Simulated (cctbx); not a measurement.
## Symmetry from intensities

Cell: a = 7.1960 Å, b = 6.9180 Å, c = 5.5280 Å, α = 90.00°, β = 90.00°, γ = 90.00°. Expected content of the cell: Ir8 Lu4 Ge4.

Simulated single-crystal data (cctbx): Mo Kα, λ = 0.71073 Å, to d = 0.8 Å, 50 % of the full sphere, strongest reflection 20000 counts, noise from counting, a 4 % proportional error and a noise floor of 2 counts (s.d.); no absorption.

A first pass over the reflections prints:

```text
1146 reflections to d = 0.802 A
centring   violations  <I/sigma> of those
    A        467 of   565     14.5
    B        473 of   574     14.2
    C        500 of   591     14.5
    I        448 of   571     13.4
    R        646 of   764     14.5
    F        720 of   865     14.4
Laue class    unique    Rint  (classes that these axes allow; Friedel mates merged)
P -1              847   0.025
P 1 2/m 1         553   0.029
P 1 1 2/m         572   0.028
P 2/m 1 1         552   0.028
P m m m           346   0.031
space group    extra absences  I>4sigma  <I/sigma>
P 2 2 2                 0          0         -  acentric
P 2 2 21                2          0       0.0  acentric
P 21 2 2                5          0       0.4  acentric
P 2 21 2                3          0      -0.5  acentric
P 21 21 2               8          0       0.0  acentric
P 2 21 21               5          0      -0.3  acentric
P 21 2 21               7          0       0.3  acentric
P 21 21 21             10          0       0.0  acentric
P m m 2                 0          0         -  acentric
P 2 m m                 0          0         -  acentric
P m 2 m                 0          0         -  acentric
P 21 m a               57          0      -0.1  acentric
P m 2 a                57          0      -0.1  acentric
P n m 21               44          0      -0.0  acentric
P n 21 m               44          0      -0.0  acentric
P n 21 a              101          0      -0.1  acentric
P m m m                 0          0         -  centric
P m m a                57          0      -0.1  centric
P n m m :1             44          0      -0.0  centric
P n m m :2             44          0      -0.0  centric
P n m a               101          0      -0.1  centric
Wilson B = 0.77 A^2   <|E^2-1|> = 0.877 (0.968 centric, 0.736 acentric)   E^2>4: 3.1 %
shell (A)         n   <I/sigma>
 7.20 - 1.60     52     19.6
 1.60 - 1.27     44     23.4
 1.27 - 1.11     43     25.8
 1.11 - 1.01     42     22.6
 1.01 - 0.94     43     21.9
 0.94 - 0.88     41     23.5
 0.88 - 0.84     39     26.2
 0.84 - 0.80     42     21.1
```

Q: Read the symmetry from these tables.

Every centring test has many violations, so the lattice is primitive.

Rint stays low (0.025 to 0.031) up to P m m m, the highest class in these axes.

21 settings pass the absence test. The most absences obeyed, 101, belong to P n 21 a and P n m a, which absences can't tell apart.

⟨|E²−1|⟩ = 0.877 lies between the two ideal values. The Wilson B of 0.77 Å² means U ≈ 0.0098 Å².

The true group is Pnma (no. 62), Laue class mmm, centrosymmetric. The tables only narrow the choice to the tied entries; cell content, site symmetry and trial solutions must settle it.

The model was made for the exercise: a known structure type with other elements put in, its volume estimated, not relaxed; displacement parameters are assumed.

[Logs are printed without paths, hosts, clocks, repeated set-up lines and the standing remarks that a program may print on its own settings, such as how far it seeks lower states.]
